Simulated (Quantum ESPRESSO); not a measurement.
## SrO (Fm-3m): a worked LO-TO splitting

Wanted: the LO mode of SrO (Fm-3m) from the TO mode and the field response.

Calculated with Quantum ESPRESSO 7.5; DFT LDA, scalar-relativistic, plane waves, JTH PAW pseudopotentials.

The database entry behind the starting cell differs from later determinations by our own check (about 0.5 % short), so it need not match the best structure at ambient conditions.

### 1. The relaxed structure

The structure is cubic, space group Fm-3m (No. 225). The conventional cell has a = 5.061 Å, b = 5.061 Å, c = 5.061 Å, α = 90.00°, β = 90.00°, γ = 90.00°. Nearest to Sr lie 6 O at 2.53 Å. Nearest to O lie 6 Sr at 2.53 Å. Farther neighbours and most contacts between anions are not listed.

Coordinates:

```
CELL_PARAMETERS angstrom
-2.53061 0.00000 2.53061
0.00000 2.53061 2.53061
-2.53061 2.53061 0.00000
ATOMIC_POSITIONS crystal
Sr 0.50000 0.50000 0.50000
O 0.00000 0.00000 0.00000
```

This is the cell after its relaxation at this level of theory, not the database cell from which that began.

### 2. What the response run gave

A linear-response run on the relaxed cell, with the response to an electric field; only its zone-centre results are used. Cutoff 60 Ry, k mesh 8×8×8.

The program printed:

```text
[banners, grids, parts of the stress and lines that vanish by symmetry left out]
Program PHONON v.7.5
     Reading xml data from directory:

[...]
Exchange-correlation= PW
                           (   1   4   0   0   0   0   0)
[...]
kinetic-energy cut-off    =      60.0000  Ry
     charge density cut-off    =     480.0000  Ry
     convergence threshold     =      1.0E-18
[...]
Exchange-correlation= PW
                           (   1   4   0   0   0   0   0)
[...]
q = (   0.0000000   0.0000000   0.0000000 )
     49 Sym.Ops. (with q -> -q+G )
     G cutoff =  556.1069  (  38949 G-vectors)     FFT grid: ( 48, 48, 48)
     G cutoff =  278.0534  (  13803 G-vectors)  smooth grid: ( 36, 36, 36)
     number of k points=    29
[...]
Mode symmetry, O_h (m-3m)  point group:
[...]
Dielectric constant
[...]
End of electric fields calculation
          Dielectric constant in cartesian axis
          (       3.872293112       0.000000000       0.000000000 )
          (       0.000000000       3.872293112      -0.000000000 )
          (       0.000000000      -0.000000000       3.872293112 )
          Effective charges (d Force / dE) in cartesian axis without acoustic sum rule applied (asr)
           atom    1  Sr    Mean Z*:        2.47367
      Ex  (        2.47367        0.00000        0.00000 )
      Ey  (        0.00000        2.47367        0.00000 )
      Ez  (       -0.00000        0.00000        2.47367 )
           atom    2  O     Mean Z*:       -2.46918
      Ex  (       -2.46918        0.00000       -0.00000 )
      Ey  (        0.00000       -2.46918       -0.00000 )
      Ez  (       -0.00000       -0.00000       -2.46918 )
          Effective charges Sum: Mean:        0.00449
[...]
Effective charges (d Force / dE) in cartesian axis with asr applied:
           atom    1  Sr    Mean Z*:        2.47143
[...]
atom    2  O     Mean Z*:       -2.47143
[...]
Representation #   1 modes #   1   2   3
[...]
End of self-consistent calculation
     Convergence has been achieved
     Representation #   2 modes #   4   5   6
[...]
End of self-consistent calculation
     Convergence has been achieved
[...]
Dielectric constant in cartesian axis
          (       3.872293112       0.000000000       0.000000000 )
          (       0.000000000       3.872293112      -0.000000000 )
          (       0.000000000      -0.000000000       3.872293112 )
          Effective charges (d Force / dE) in cartesian axis without acoustic sum rule applied (asr)
           atom    1  Sr    Mean Z*:        2.47367
      Ex  (        2.47367        0.00000        0.00000 )
      Ey  (        0.00000        2.47367        0.00000 )
      Ez  (       -0.00000        0.00000        2.47367 )
           atom    2  O     Mean Z*:       -2.46918
      Ex  (       -2.46918        0.00000       -0.00000 )
      Ey  (        0.00000       -2.46918       -0.00000 )
      Ez  (       -0.00000       -0.00000       -2.46918 )
          Effective charges Sum: Mean:        0.00449
[...]
Effective charges (d Force / dE) in cartesian axis with asr applied:
           atom    1  Sr    Mean Z*:        2.47143
[...]
atom    2  O     Mean Z*:       -2.47143
[...]
q = (    0.000000000   0.000000000   0.000000000 )
[...]
freq (    1) =       0.038285 [THz] =       1.277058 [cm-1]
     freq (    2) =       0.038285 [THz] =       1.277058 [cm-1]
     freq (    3) =       0.038285 [THz] =       1.277058 [cm-1]
     freq (    4) =       6.461905 [THz] =     215.545953 [cm-1]
     freq (    5) =       6.461905 [THz] =     215.545953 [cm-1]
     freq (    6) =       6.461905 [THz] =     215.545953 [cm-1]
[...]
Mode symmetry, O_h (m-3m)  point group:
     freq (   1-   3) =          1.3  [cm-1]   --> T_1u G_15  G_4- I
     freq (   4-   6) =        215.5  [cm-1]   --> T_1u G_15  G_4- I

   JOB DONE.
```

```
                       quantity   value
             cell volume Ω (Å³)  32.412
                 mass of Sr (u)  87.620
                  mass of O (u)  15.999
     Born charge of Sr, raw (e)   2.474
      Born charge of O, raw (e)  -2.469
                             ε∞   3.872
ω(TO) after the sum rule (cm⁻¹)   215.5
```

### 3. The calculation

The charges must sum to zero over the cell; taking off their mean, 0.002 e, leaves Z* = 2.471 e on Sr. In the polar mode Sr moves against O, so the reduced mass is μ = 87.62 × 16.00 / 103.62 = 13.529 u.

A longitudinal wave builds up a field that adds to the restoring force: ω(LO)² = ω(TO)² + 4π Z*² / (μ Ω ε∞), in Hartree atomic units. With μ = 24661 electron masses and Ω = 218.73 bohr³ the second term is 3.6747e-06 Ha², or 177009 cm⁻² (1 Ha = 219474.6 cm⁻¹).

So ω(LO) = √(46453 + 177009) = 472.7 cm⁻¹, and by the Lyddane-Sachs-Teller relation ε₀ = ε∞ (ω(LO)/ω(TO))² = 18.63.

### 4. Check against the program

The analysis program adds the same non-analytic term to the full matrix, here for q along (1 0 0).

The program printed:

```text
[banner, memory and clock lines left out]
Program DYNMAT v.7.5

     Reading Dynamical Matrix from file g.dyn
     ...Force constants read
     ...epsilon and Z* read

     Polarizability (A^3 units)
     multiply by 0.510874 for Clausius-Mossotti correction
         7.408366    0.000000    0.000000
         0.000000    7.408366   -0.000000
         0.000000   -0.000000    7.408366

     IR activities are in (D/A)^2/amu units

# mode   [cm-1]    [THz]      IR
    1     -0.00   -0.0000    0.0000
    2      0.00    0.0000    0.0000
    3      0.00    0.0000    0.0000
    4    215.53    6.4614   10.4162
    5    215.53    6.4614   10.4162
    6    472.72   14.1716   10.4162
```

ε₀ comes from the program's run without a direction of q.

```
    quantity  by hand  program
ω(LO) (cm⁻¹)    472.7    472.7
          ε₀    18.63    18.63
```

### 5. Outcome

| Property | Result |
| --- | --- |
| TO mode | 215.5 cm⁻¹ |
| LO mode | 472.7 cm⁻¹ |
| static dielectric constant | 18.63 |

In words: The LO mode of SrO (Fm-3m) lies at 473 cm⁻¹, 257 cm⁻¹ above the TO mode; the formula meets the program within 0.1 cm⁻¹, as it must for a cubic crystal with one polar mode. ω(LO)² − ω(TO)² goes with Z*²/ε∞: an error of 5 % in ε∞ would move the LO mode by 9.0 cm⁻¹, and semilocal functionals tend to overestimate ε∞. These are harmonic values at zero temperature, at the volume of this functional, for the structure held cubic; stability elsewhere in the zone is no part of this calculation.

[Host names and launcher messages were left out of these logs when they were recorded.]

[Logs are printed without paths, hosts, clocks, repeated set-up lines and the standing remarks that a program may print on its own settings, such as how far it seeks lower states.]

[Hosts, paths, dates, database ids (printed as entryN), source tags and the programs' standing remarks are cut or masked in the printed files.]
